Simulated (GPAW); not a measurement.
# The Ti K excitation threshold of TiO2 (Rutile, P4_2/mnm) under uniform strain

For each volume the threshold was computed as E(hole) − E(ground) plus the lowest empty eigenvalue of the hole cell (GPAW, LDA, 12-atom cell, total energies on 4×4×4 k points, the eigenvalue on 6×6×6, hole spin-paired). The values are raw, 23 eV above the value with the free atom's term for the hole's spin taken off; only their change is used. The threshold is the spectrum's zero, where absorption may be weak, not the visible edge.

| volume | ln(V/V₀) | threshold (eV) |
| --- | --- | --- |
| V × 0.94 | -0.06188 | 4970.778 |
| V × 0.97 | -0.03046 | 4970.869 |
| V × 1 | +0.00000 | 4970.954 |
| V × 1.03 | +0.02956 | 4971.028 |
| V × 1.06 | +0.05827 | ? |

Question: Fit a straight line in ln(V/V₀), give its slope, and predict the threshold at V × 1.06.

The means of the given rows are x̄ = -0.01570 and Ē = 4970.907 eV. Σ(x − x̄)(E − Ē) = 0.01273 and Σ(x − x̄)² = 0.004645, so the slope is +2.74 eV, and the line passes the given rows within 0.004 eV. At x = +0.05827 it gives 4970.907 + (+2.74) × (+0.07397) = 4971.110 eV. The run gives 4971.097 eV, a miss of +0.013 eV over a total move of +0.319 eV. The slope is the clamped-ion volume deformation potential of the lowest empty level of the hole cell on this mesh (the hole may pull it below the band edge) against the Ti 1s level, with the hole's relaxation included: the threshold rises by 0.027 eV for 1 % of expansion. The charged cell's image error also scales with the cell's size and isn't taken out.

[Hosts, paths, dates, database ids (printed as entryN), source tags and the programs' standing remarks are cut or masked in the printed files.]

[Lists of maxima count a maximum above −3 eV only where it reaches 4 % of the highest in the window and stands out from its surroundings by 2 % of it (1.5 % where it reaches 55 %); shoulders and weaker maxima are passed over, and of the rest the first, up to two pre-edge ones and the few strongest are named.]
